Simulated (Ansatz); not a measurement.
## The perfect Ag wire along [100], 4 atoms a period

Wanted: the relaxed geometry and the bands of the Ag wire along [100], 4 atoms a period.

Main program and level: Ansatz 0.2.0; DFT PBE, plane waves, PAW; relaxation of a wire's period; PAW set soft_1, in the first sound run; inputs show where later runs differ.

### 1. Starting point

The cell holds 4 atoms: 4 Ag. Its edges and angles: a = 8.875 Å, b = 8.875 Å, c = 4.150 Å, α = 90.0°, β = 90.0°, γ = 90.0°. Vacuum lies along a and b. The structure's axis is c.

### 2. Relaxation of atoms and period

Band widths follow the bond lengths, so the wire is relaxed first. The atoms and the third cell vector are free; the box across stays fixed as vacuum. A Fermi-Dirac smearing is set since the result may be a metal. The pressure printed is a third of the stress's trace over the whole box, vacuum included; only the stress along the axis is relaxed.

Contents of input.yaml:

```yaml
crystal:
  lattice:
    - [8.875, 0.0, 0.0]
    - [0.0, 8.875, 0.0]
    - [0.0, 0.0, 4.15]
  atoms:
    - { symbol: Ag, position: [0.383098592, 0.383098592, 0.0] }
    - { symbol: Ag, position: [0.616901408, 0.616901408, 0.0] }
    - { symbol: Ag, position: [0.383098592, 0.616901408, 0.5] }
    - { symbol: Ag, position: [0.616901408, 0.383098592, 0.5] }
kpoints:
  mp_grid: { grid: [1, 1, 20] }
scf:
  occupations: { method: fermi_dirac, width: 0.05 }
hamiltonian:
  xc: pbe
  pseudopotentials: { kind: paw, azcp: { folder: soft_1 } }
relax:
  cell: { fix: [a, b, alpha, beta, gamma] }
  max_steps: 45
  f_tol: 0.03
```

Run with:

```console
$ ansatz run input.yaml --threads 4 --pin off --max-ram 16384MiB --backend cpu --events-out ev --progress --plain --runs-dir out
```

Numbers of over 12 decimals in the logs are rounded to 6 here.

What it wrote:

```text
Engine: ansatz 0.2.0, aarch64-unknown-linux-gnu
Pseudopotentials: kind: paw
Pseudopotential: Ag, paw, valence charge 19, recommended cutoff 420 eV (normal), soft_1/Ag.paw.azcp
Functional definition: PBE
  parameter kappa = 0.804
  parameter beta = 0.066725
  exchange = pbe_x(kappa = kappa, mu = beta*pi^2/3)
  correlation = pbe_c(beta = beta)
Crystal: 4 atoms, lattice volume = 326.877 Å³
Basis set: ecut = 420 eV, 6365 PW (Γ), exchange–correlation on 120×120×60 points (8 copies of the dense FFT grid, shifted against one another)
Bands: 46, of which v1, the nominal top of the filled ones, is band 38 counted from 1 (37 counted from 0)
Symmetry: 16 space group operations
Space group: P42/mcm (ITA 132), of the structure as read, at distance tolerance 6.9e-5 Å
k-points: 11 of 20
Non-local potential: Ag, projectors of the file, l = 0: 3, l = 1: 2, l = 2: 2, l = 3: 1
PAW form: soft (Blöchl's): semilocal exchange-correlation on the pseudo side does not see the compensation charge
PAW one-centre angular grid: Ag, 590 points (default); XC on 64 Gauss nodes
Initial density: superposition of atomic densities (neutral atoms: chi_scale 0, normalization atom)
Initial wavefunctions: pseudopotential atomic-orbital guess
Functional: x = pbe(κ = 0.804, μ = 0.219515), c = pbe(β = 0.066725)
iter 1 solved again at ethr=2.28e-3 eV; its pass at ethr=3.10e-3 eV (dr2=1.73e0 eV) is discarded
SCF iter   1: F=—  HF=-30358.750669 eV  |F-HF|=—  |Δ(HF+E_count)|=         —  Δρ=1.72e-2  dr2=1.79e0  ethr=2.28e-3  ⟨swp⟩=1.0  Hψ=2621  notcnv=0
preconditioner: auto → LDOS  [insulator: Δε(μ)=0.148 eV  Ē_g=6.567 eV  σ=0.050 eV  W_gap=0.55  n_scr=54 (ndim 8)  ℏωp=13.6 eV  f_vac=0.631  D(μ)=2.85/eV (n_scr^D=8)  ε∞_Penn≈5.3  β→1.0]
SCF iter   2: F=—  HF=-30358.877448 eV  |F-HF|=—  |Δ(HF+E_count)|=   1.27e-1  Δρ=2.42e-2  dr2=2.14e0  ethr=2.28e-3  ⟨swp⟩=3.2  Hψ=1319  notcnv=0
SCF iter   3: F=—  HF=-30358.277709 eV  |F-HF|=—  |Δ(HF+E_count)|=   6.00e-1  Δρ=3.03e-3  dr2=2.86e-2  ethr=2.28e-3  ⟨swp⟩=2.2  Hψ=905  notcnv=0  defer=21
SCF iter   4: F=—  HF=-30358.284420 eV  |F-HF|=—  |Δ(HF+E_count)|=   6.71e-3  Δρ=1.37e-3  dr2=7.47e-3  ethr=3.77e-5  ⟨swp⟩=2.0  Hψ=794  notcnv=0  defer=21
SCF iter   5: F=—  HF=-30358.283306 eV  |F-HF|=—  |Δ(HF+E_count)|=   1.11e-3  Δρ=3.51e-4  dr2=5.34e-4  ethr=9.83e-6  ⟨swp⟩=2.0  Hψ=769  notcnv=0  defer=21
SCF iter   6: F=—  HF=-30358.283559 eV  |F-HF|=—  |Δ(HF+E_count)|=   2.53e-4  Δρ=8.88e-5  dr2=2.99e-5  ethr=7.03e-7  ⟨swp⟩=2.0  Hψ=722  notcnv=0  defer=21
SCF iter   7: F=—  HF=-30358.283562 eV  |F-HF|=—  |Δ(HF+E_count)|=   2.85e-6  Δρ=1.85e-5  dr2=7.83e-7  ethr=3.93e-8  ⟨swp⟩=2.0  Hψ=750  notcnv=0  defer=21
SCF iter   8: F=-30358.283563 eV  HF=-30358.283563 eV  |F-HF|=7.03e-9  |Δ(HF+E_count)|=   1.13e-6  Δρ=3.99e-6  dr2=4.48e-8  ethr=1.32e-10  ⟨swp⟩=5.0  Hψ=1844  notcnv=0
SCF 1 converged in 8 iterations: F = -30358.283563 eV  dr2 = 4.48e-8
  greatest PAW one-centre occupation: 1.001 electrons in one spin orbital (limit 2), on the Ag atom at site 3 (counted from 0), in its partial waves of l = 0
relax step   1: F+E_penalty+E_count = -30358.28356277 eV  Δ(F+E_penalty+E_count) = +0.000e0 eV  max|allowed force component| = 4.231e-1 eV/Å  Δτ_max = 0.0000 Å  P = -1.279 GPa  Ω = 326.877 Å³  fix = [a, b, alpha, beta, gamma]  reactions: a -0.711, b -0.711 GPa  (8 SCF iters, dr2 threshold 1.00e-7 eV, accepted)
Crystal: 4 atoms, lattice volume = 310.964 Å³
Basis set: ecut = 420 eV, 6077 PW (Γ), exchange–correlation on 120×120×60 points (8 copies of the dense FFT grid, shifted against one another)
Initial density: handed on by an earlier stage of this run
Initial wavefunctions: those handed on with the density
iter 1 solved again at ethr=4.45e-5 eV; its pass at ethr=3.10e-3 eV (dr2=3.38e-2 eV) is discarded
SCF iter   1: F=—  HF=-30358.550892 eV  |F-HF|=—  |Δ(HF+E_count)|=         —  Δρ=3.13e-3  dr2=3.52e-2  ethr=4.45e-5  ⟨swp⟩=2.5  Hψ=2444  notcnv=0
preconditioner: auto → LDOS  [insulator: Δε(μ)=0.231 eV  Ē_g=6.960 eV  σ=0.050 eV  W_gap=0.70  n_scr=54 (ndim 8)  ℏωp=14.0 eV  f_vac=0.638  D(μ)=1.99/eV (n_scr^D=8)  ε∞_Penn≈5.0  β→1.0]
SCF iter   2: F=—  HF=-30358.558618 eV  |F-HF|=—  |Δ(HF+E_count)|=   7.73e-3  Δρ=4.76e-3  dr2=5.60e-2  ethr=4.45e-5  ⟨swp⟩=2.2  Hψ=1016  notcnv=0
SCF iter   3: F=—  HF=-30358.542265 eV  |F-HF|=—  |Δ(HF+E_count)|=   1.64e-2  Δρ=1.03e-3  dr2=2.21e-3  ethr=4.45e-5  ⟨swp⟩=2.0  Hψ=869  notcnv=0  defer=15
SCF iter   4: F=—  HF=-30358.541712 eV  |F-HF|=—  |Δ(HF+E_count)|=   5.53e-4  Δρ=7.03e-5  dr2=1.47e-5  ethr=2.90e-6  ⟨swp⟩=2.0  Hψ=805  notcnv=0  defer=18
SCF iter   5: F=—  HF=-30358.541747 eV  |F-HF|=—  |Δ(HF+E_count)|=   3.53e-5  Δρ=2.17e-5  dr2=2.46e-6  ethr=1.93e-8  ⟨swp⟩=2.0  Hψ=905  notcnv=0  defer=18
SCF iter   6: F=—  HF=-30358.541748 eV  |F-HF|=—  |Δ(HF+E_count)|=   1.83e-7  Δρ=1.55e-5  dr2=1.80e-6  ethr=3.24e-9  ⟨swp⟩=3.0  Hψ=899  notcnv=0  defer=18
SCF iter   7: F=-30358.541747 eV  HF=-30358.541747 eV  |F-HF|=1.23e-7  |Δ(HF+E_count)|=   3.75e-7  Δρ=4.71e-6  dr2=1.52e-7  ethr=5.26e-10  ⟨swp⟩=2.2  Hψ=1702  notcnv=0
SCF 2 converged in 7 iterations: F = -30358.541747 eV  dr2 = 1.52e-7
relax step   2: F+E_penalty+E_count = -30358.54174712 eV  Δ(F+E_penalty+E_count) = -2.582e-1 eV  max|allowed force component| = 1.303e-1 eV/Å  Δτ_max = 0.0640 Å  P = -0.138 GPa  Ω = 310.964 Å³  energy of the carried Pulay correction = +1.823e-3 eV  fix = [a, b, alpha, beta, gamma]  reactions: a +0.432, b +0.432 GPa  (7 SCF iters, dr2 threshold 4.00e-7 eV, accepted)
Crystal: 4 atoms, lattice volume = 295.022 Å³
Basis set: ecut = 420 eV, 5765 PW (Γ), exchange–correlation on 120×120×60 points (8 copies of the dense FFT grid, shifted against one another)
iter 1 solved again at ethr=1.14e-5 eV; its pass at ethr=3.10e-3 eV (dr2=8.67e-3 eV) is discarded
SCF iter   1: F=—  HF=-30358.676642 eV  |F-HF|=—  |Δ(HF+E_count)|=         —  Δρ=1.47e-3  dr2=9.48e-3  ethr=1.14e-5  ⟨swp⟩=2.6  Hψ=2556  notcnv=0
preconditioner: auto → LDOS  [insulator: Δε(μ)=0.256 eV  Ē_g=7.155 eV  σ=0.050 eV  W_gap=0.76  n_scr=46 (ndim 8)  ℏωp=14.3 eV  f_vac=0.629  D(μ)=1.92/eV (n_scr^D=8)  ε∞_Penn≈5.0  β→1.0]
SCF iter   2: F=—  HF=-30358.678831 eV  |F-HF|=—  |Δ(HF+E_count)|=   2.19e-3  Δρ=1.98e-3  dr2=1.53e-2  ethr=1.14e-5  ⟨swp⟩=2.0  Hψ=968  notcnv=0
SCF iter   3: F=—  HF=-30358.674483 eV  |F-HF|=—  |Δ(HF+E_count)|=   4.35e-3  Δρ=3.70e-4  dr2=4.87e-4  ethr=1.14e-5  ⟨swp⟩=2.0  Hψ=834  notcnv=0
SCF iter   4: F=—  HF=-30358.674452 eV  |F-HF|=—  |Δ(HF+E_count)|=   3.18e-5  Δρ=1.44e-4  dr2=5.99e-5  ethr=6.41e-7  ⟨swp⟩=2.0  Hψ=800  notcnv=0
[...]
[... from here on, the SCF cycles and remarks between the steps are left out ...]
relax step   4: F+E_penalty+E_count = -30358.87622949 eV  Δ(F+E_penalty+E_count) = -2.018e-1 eV  max|allowed force component| = 1.405e-1 eV/Å  Δτ_max = 0.0701 Å  P = -0.185 GPa  Ω = 279.317 Å³  energy of the carried Pulay correction = +5.955e-3 eV  fix = [a, b, alpha, beta, gamma]  reactions: a +0.566, b +0.566 GPa  (6 SCF iters, dr2 threshold 4.00e-7 eV, accepted)
relax step   5: F+E_penalty+E_count = -30359.08564261 eV  Δ(F+E_penalty+E_count) = -2.094e-1 eV  max|allowed force component| = 1.177e-1 eV/Å  Δτ_max = 0.0563 Å  P = -0.224 GPa  Ω = 263.637 Å³  energy of the carried Pulay correction = +8.305e-3 eV  fix = [a, b, alpha, beta, gamma]  reactions: a +0.558, b +0.558 GPa  (6 SCF iters, dr2 threshold 4.00e-7 eV, accepted)
relax step   6: F+E_penalty+E_count = -30359.34013583 eV  Δ(F+E_penalty+E_count) = -2.545e-1 eV  max|allowed force component| = 1.762e-1 eV/Å  Δτ_max = 0.0530 Å  P = -0.169 GPa  Ω = 247.925 Å³  energy of the carried Pulay correction = +1.091e-2 eV  fix = [a, b, alpha, beta, gamma]  reactions: a +0.815, b +0.815 GPa  (6 SCF iters, dr2 threshold 4.00e-7 eV, accepted)
relax step   7: F+E_penalty+E_count = -30359.56319311 eV  Δ(F+E_penalty+E_count) = -2.231e-1 eV  max|allowed force component| = 1.331e-1 eV/Å  Δτ_max = 0.0581 Å  P = +0.117 GPa  Ω = 232.307 Å³  energy of the carried Pulay correction = +1.378e-2 eV  fix = [a, b, alpha, beta, gamma]  reactions: a +0.753, b +0.753 GPa  (6 SCF iters, dr2 threshold 4.00e-7 eV, accepted)
relax step   8: F+E_penalty+E_count = -30359.62302451 eV  Δ(F+E_penalty+E_count) = -5.983e-2 eV  max|allowed force component| = 8.355e-2 eV/Å  Δτ_max = 0.0342 Å  P = +0.197 GPa  Ω = 225.917 Å³  energy of the carried Pulay correction = +1.505e-2 eV  fix = [a, b, alpha, beta, gamma]  reactions: a +0.634, b +0.634 GPa  (6 SCF iters, dr2 threshold 4.00e-7 eV, accepted)
relax step   9: F+E_penalty+E_count = -30359.62908736 eV  Δ(F+E_penalty+E_count) = -6.063e-3 eV  max|allowed force component| = 3.091e-3 eV/Å  Δτ_max = 0.0530 Å  P = +0.600 GPa  Ω = 216.436 Å³  energy of the carried Pulay correction = +1.705e-2 eV  fix = [a, b, alpha, beta, gamma]  reactions: a +0.377, b +0.377 GPa  (6 SCF iters, dr2 threshold 4.00e-7 eV, accepted)
relax step  10: F+E_penalty+E_count = -30359.64158800 eV  Δ(F+E_penalty+E_count) = -1.250e-2 eV  max|allowed force component| = 2.748e-2 eV/Å  Δτ_max = 0.0167 Å  P = +0.086 GPa  Ω = 221.956 Å³  energy of the carried Pulay correction = +1.587e-2 eV  fix = [a, b, alpha, beta, gamma]  reactions: a +0.266, b +0.266 GPa  (6 SCF iters, dr2 threshold 4.00e-7 eV, accepted)
relax step  11: F+E_penalty+E_count = -30359.64251051 eV  Δ(F+E_penalty+E_count) = -9.225e-4 eV  max|allowed force component| = 1.776e-2 eV/Å  Δτ_max = 0.0072 Å  P = +0.293 GPa  Ω = 221.243 Å³  energy of the carried Pulay correction = +1.601e-2 eV  fix = [a, b, alpha, beta, gamma]  reactions: a +0.427, b +0.427 GPa  (5 SCF iters, dr2 threshold 1.89e-7 eV, accepted)
Basis set: ecut = 420 eV, 4361 PW (Γ), exchange–correlation on 120×120×40 points (8 copies of the dense FFT grid, shifted against one another)
Initial wavefunctions: pseudopotential atomic-orbital guess (no wavefunctions were taken with the density)
iter 1 solved again at ethr=4.36e-7 eV; its pass at ethr=3.10e-3 eV (dr2=3.31e-4 eV) is discarded
SCF iter   1: F=—  HF=-30359.636700 eV  |F-HF|=—  |Δ(HF+E_count)|=         —  Δρ=2.85e-4  dr2=2.30e-5  ethr=4.36e-7  ⟨swp⟩=3.7  Hψ=3262  notcnv=0
preconditioner: auto → LDOS  [insulator: Δε(μ)=0.345 eV  Ē_g=7.677 eV  σ=0.050 eV  W_gap=0.57  n_scr=38 (ndim 8)  ℏωp=16.6 eV  f_vac=0.569  D(μ)=1.29/eV (n_scr^D=8)  ε∞_Penn≈5.7  β→1.0]
SCF iter   2: F=—  HF=-30359.636825 eV  |F-HF|=—  |Δ(HF+E_count)|=   1.25e-4  Δρ=1.73e-4  dr2=5.17e-5  ethr=3.02e-8  ⟨swp⟩=2.1  Hψ=969  notcnv=0
SCF iter   3: F=—  HF=-30359.636807 eV  |F-HF|=—  |Δ(HF+E_count)|=   1.83e-5  Δρ=9.96e-5  dr2=1.88e-5  ethr=3.02e-8  ⟨swp⟩=2.0  Hψ=924  notcnv=0
SCF iter   4: F=—  HF=-30359.636806 eV  |F-HF|=—  |Δ(HF+E_count)|=   9.37e-7  Δρ=3.68e-5  dr2=2.53e-6  ethr=2.48e-8  ⟨swp⟩=2.3  Hψ=741  notcnv=0
SCF iter   5: F=—  HF=-30359.636720 eV  |F-HF|=—  |Δ(HF+E_count)|=   8.61e-5  Δρ=6.73e-6  dr2=8.07e-8  ethr=3.33e-9  ⟨swp⟩=2.0  Hψ=743  notcnv=0
SCF iter   6: F=—  HF=-30359.636720 eV  |F-HF|=—  |Δ(HF+E_count)|=   2.37e-8  Δρ=6.05e-7  dr2=6.11e-10  ethr=1.06e-10  ⟨swp⟩=2.3  Hψ=853  notcnv=0
SCF iter   7: F=-30359.636720 eV  HF=-30359.636720 eV  |F-HF|=0.00e0  |Δ(HF+E_count)|=  1.20e-10  Δρ=1.06e-7  dr2=1.71e-11  ethr=1.00e-12  ⟨swp⟩=3.5  Hψ=2138  notcnv=0
SCF 12 converged in 7 iterations: F = -30359.636720 eV  dr2 = 1.71e-11
relax step  12: F+E_penalty+E_count = -30359.63671971 eV  Δ(F+E_penalty+E_count) = +5.791e-3 eV  max|allowed force component| = 1.870e-2 eV/Å  Δτ_max = 0.0000 Å  P = +0.278 GPa  Ω = 221.243 Å³  fix = [a, b, alpha, beta, gamma]  reactions: a +0.416, b +0.416 GPa  stress off target by 1.76e-3 GPa on what of the cell is left free  SCF on the basis re-selected at this cell (its energy is not comparable with the rows above)  (7 SCF iters)
basis re-selected at this cell: Δ(F+E_penalty+E_count) = +5.791e-3 eV, ΔP = -0.015 GPa vs the last step (what re-selecting the basis moved, of the pressure what is left beyond the Pulay correction that the steps carried, after the strain that the cell walked since its last selection, with what the two solves' SCF thresholds leave and, on support functions, any second-order correction that the steps lacked; it is no measure of the basis error at this ecutwfc). The dense FFT grid was sized anew with the basis: this SCF ran on 60×60×20 points, the steps before it on 60×60×30, so part of this shift can come from that change (see relax.cell in the input reference). [rest of the remark cut]
SCF converged after 7 iterations
Free energy (F): -30359.636720 eV
Harris-Foulkes:  -30359.636720 eV  (|F-HF|=0.00e0)
Internal energy: -30359.626368 eV  (E = F + TS)
E sigma→0 (E₀):  -30359.631544 eV
Entropy (-TS):   -0.010351 eV (-2.588 meV/atom)
Fermi energy:    2.507207 eV
--- Per-component energies (eV) ---
  E_band       = -2030.321631
  E_kinetic    = 1873.928801
  E_local      = -27147.162183  (includes V_loc(G=0)·N_el)
  E_nonlocal   = 129.753692
  E_hartree    = 12962.117083
  E_xc         = -631.892477
  E_vxc        = -798.917684  (∫ρ·V_xc dr)
  E_paw        = -15827.904365  (= ΣΔE_a)
  E_vpaw       = -2012.160060  (= ΣTr[D̂ρ^β])
  E_aug_tail   = 0.001484  (compensation charges beyond the density's cutoff)
  E_ewald      = -1718.468403
  E_smearing   = -0.010351  (= −TS)
  E_closure    = 0.000000  (closes the sum)
  Σ components = -30359.636720   (vs F -30359.636720, Δ=0.00e0)
--- Forces (eV/Å), atoms counted from 1 ---
  atom   1  Ag    -0.01870229    -0.01870229     0.00000000
  atom   2  Ag     0.01870229     0.01870229     0.00000000
  atom   3  Ag    -0.01870229     0.01870229     0.00000000
  atom   4  Ag     0.01870229    -0.01870229     0.00000000
  max |Σ_I F_I| component: 1.04e-17 eV/Å
--- Stress (GPa, compression-positive) ---
        0.415673       0.000000       0.000000
        0.000000       0.415673       0.000000
        0.000000       0.000000       0.001757
  P = ⅓ Tr σ = 0.2777 GPa (2.777 kbar)
--- Relaxed structure (11 steps of the walk, 11 accepted, 1 SCFs on fresh bases) ---
  F+E_penalty+E_count = -30359.63671971 eV   max|allowed force component| = 1.870e-2 eV/Å   (the final SCF, on the basis selected at the relaxed cell)
  cell:  # Å, volume = 221.2428 Å³
    - [8.875, 0.0, 0.0]
    - [0.0, 8.875, 0.0]
    - [0.0, 0.0, 2.808875]
  atoms:
    - { symbol: Ag, position: [0.361899, 0.361899, 0.0] }
    - { symbol: Ag, position: [0.638101, 0.638101, 0.0] }
    - { symbol: Ag, position: [0.361899, 0.638101, 0.5] }
    - { symbol: Ag, position: [0.638101, 0.361899, 0.5] }
```

It took 23 s on 4 threads of Arm Neoverse V1, shared host; peak memory 0.67 GiB; 87 s of CPU time.

Relaxation path:

```tsv
step	energy less that of the first step (eV)	largest force component (eV/Å)	pressure (GPa)	volume (Å³)
1	0.0000	0.4231	-1.28	326.88
2	-0.2582	0.1303	-0.14	310.96
3	-0.3908	0.2277	0.19	295.02
4	-0.5927	0.1405	-0.19	279.32
5	-0.8021	0.1177	-0.22	263.64
6	-1.0566	0.1762	-0.17	247.93
7	-1.2796	0.1331	0.12	232.31
8	-1.3395	0.0836	0.20	225.92
9	-1.3455	0.0031	0.60	216.44
10	-1.3580	0.0275	0.09	221.96
11	-1.3589	0.0178	0.29	221.24
12*	-1.3532	0.0187	0.28	221.24
```

Relaxation steps marked * repeat the geometry before them on a plane-wave basis chosen anew for their cell, so energy and pressure can jump there.

The run keeps the 16 symmetry operations that it works with, so distortions that break them were not tested.

```tsv
cell as run	before	after	change
c (Å)	4.150	2.809	-32.3 %
```

The atoms that moved most (Å, along periodic axes as changes of fractional coordinates times the final cell, across vacuum about the mean position):

```tsv
atom	dx	dy	dz	length
Ag1	-0.188	-0.188	0.000	0.266
Ag2	0.188	0.188	0.000	0.266
Ag3	-0.188	0.188	0.000	0.266
Ag4	0.188	-0.188	0.000	0.266
```

This step gave:

```yaml
energy_at_zero_smearing: -30359.6315 eV
cell_length_along_the_wire: 2.809 Å
```

The cell's length comes to 2.809 Å with spin left out. That is -32 % against the start, more than a small adjustment. 4 contacts a cell pass between under 1.1 and over 1.27 times the sum of covalent radii, so the wire has rearranged from the shape that names it.

### 3. Bands of the perfect wire

This step: DFT PBE, plane waves, PAW; bands of a perfect wire; PAW set soft_1 (Ansatz 0.2.0).

At the relaxed period the bands are computed along the axis; those that cross an energy going forward count the channels that a perfect wire would open there.

Contents of input.yaml:

```yaml
crystal:
  lattice:
    - [8.875, 0.0, 0.0]
    - [0.0, 8.875, 0.0]
    - [0.0, 0.0, 2.8088746121]
  atoms:
    - { symbol: Ag, position: [0.361898856, 0.361898856, 0.0] }
    - { symbol: Ag, position: [0.638101144, 0.638101144, 0.0] }
    - { symbol: Ag, position: [0.361898856, 0.638101144, 0.5] }
    - { symbol: Ag, position: [0.638101144, 0.361898856, 0.5] }
kpoints:
  mp_grid: { grid: [1, 1, 29] }
  band_path: { path: ["Γ", Z], npoints: 90 }
scf:
  occupations: { method: fermi_dirac, width: 0.05 }
hamiltonian:
  xc: pbe
  pseudopotentials: { kind: paw, azcp: { folder: soft_1 } }
output:
  dos: { e_range: [-5, 4] }
  write_potential: true
  write_density: true
  volumetric_format: npy
```

What it wrote:

```text
[...]
Crystal: 4 atoms, lattice volume = 221.243 Å³
Basis set: ecut = 420 eV, 4361 PW (Γ)
Bands: 46, of which v1, the nominal top of the filled ones, is band 38 counted from 1 (37 counted from 0)
[... 1 set-up line as in the run before ...]
[...]
k-points: 15 of 29
[...]
SCF iter   8: F=-30359.638459 eV  HF=-30359.638459 eV  |F-HF|=1.04e-8  |Δ(HF+E_count)|=   9.55e-8  Δρ=2.39e-6  dr2=1.35e-8  ethr=1.32e-10  ⟨swp⟩=9.2  Hψ=2268  notcnv=0
SCF 1 converged in 8 iterations: F = -30359.638459 eV  dr2 = 1.35e-8
[...]
NSCF: frozen V_eff on 91 k-points
WARN: The output density's exchange-correlation potential varies sharply where the density is thin. Do not read a vacuum level from v_tot or v_xc, or from such a field of the output density. On a cell that repeats whose density bears no net charge and no dipole along the vacuum's axis use v_es (v_loc + v_h of the components); under efield.dipole_correction with no amplitude use v_es + v_field, which holds any externa [...]
SCF converged after 8 iterations
Free energy (F): -30359.638459 eV
[...]
Internal energy: -30359.624767 eV  (E = F + TS)
E sigma→0 (E₀):  -30359.631613 eV
Entropy (-TS):   -0.013692 eV (-3.423 meV/atom)
Fermi energy:    2.435501 eV
[...]
--- Band table (eV; the first three rows and the last of 15) ---
  k-point 0: bands = [... 34 lower, -0.3684, -0.2675, -0.2186, 1.0053, 1.0053, 3.4456, 3.4653, 3.4668, ... 4 higher]
  k-point 1: bands = [... 34 lower, -0.3814, -0.2818, -0.2440, 1.0320, 1.0320, 3.4695, 3.5053, 3.5134, ... 4 higher]
  k-point 2: bands = [... 34 lower, -0.4175, -0.3206, -0.3149, 1.1098, 1.1098, 3.5405, 3.6222, 3.6485, ... 4 higher]
  k-point 14: bands = [... 34 lower, -0.2134, -0.2134, 3.2401, 4.0274, 5.0963, 5.0963, 7.1082, 7.1082, ... 4 higher]
```

Wall time 7.9 s (4 threads); peak memory 0.71 GiB.

Reading the cycles: dr2 is the Hartree energy of the density residual (eV), the measure of convergence; HF is the Harris–Foulkes estimate of the energy, which meets the free energy F at convergence.

Numbers from this step:

```yaml
energy_at_zero_smearing: -30359.6316 eV
band_gap: 0 eV
```

The electronic bands at the labelled points (eV, zero at the Fermi level):

```tsv
point	band 36	band 37	band 38	band 39	band 40	band 41	band 42	band 43
Γ	-2.70	-2.65	-1.43	-1.43	1.01	1.03	1.03	3.38
halfway	-2.90	-2.86	-0.26	-0.26	2.18	2.73	2.93	4.90
Z	-2.64	1.20	1.20	2.73	2.73	4.60	4.60	5.51
```

Between Γ and Z the bands cross the Fermi level 3 times, so a perfect wire would conduct at least 3 G₀, with spin left out.

### 4. Outcome

```
cell length, PBE                                            : 2.809 Å
ballistic conductance by band crossings, a lower bound, PBE : 3 G₀
```

**Reading.** Under PBE the cell's length is 2.81 Å, and the bands cross the Fermi level 3 times between Γ and Z, which gives a perfect wire at least 3 G₀ (opposite crossings within one step of the path cancel in such a count).

[Logs are printed without paths, hosts, clocks, repeated set-up lines and the standing remarks that a program may print on its own settings, such as how far it seeks lower states.]

[Hosts, paths, dates, database ids (printed as entryN), source tags and the programs' standing remarks are cut or masked in the printed files.]
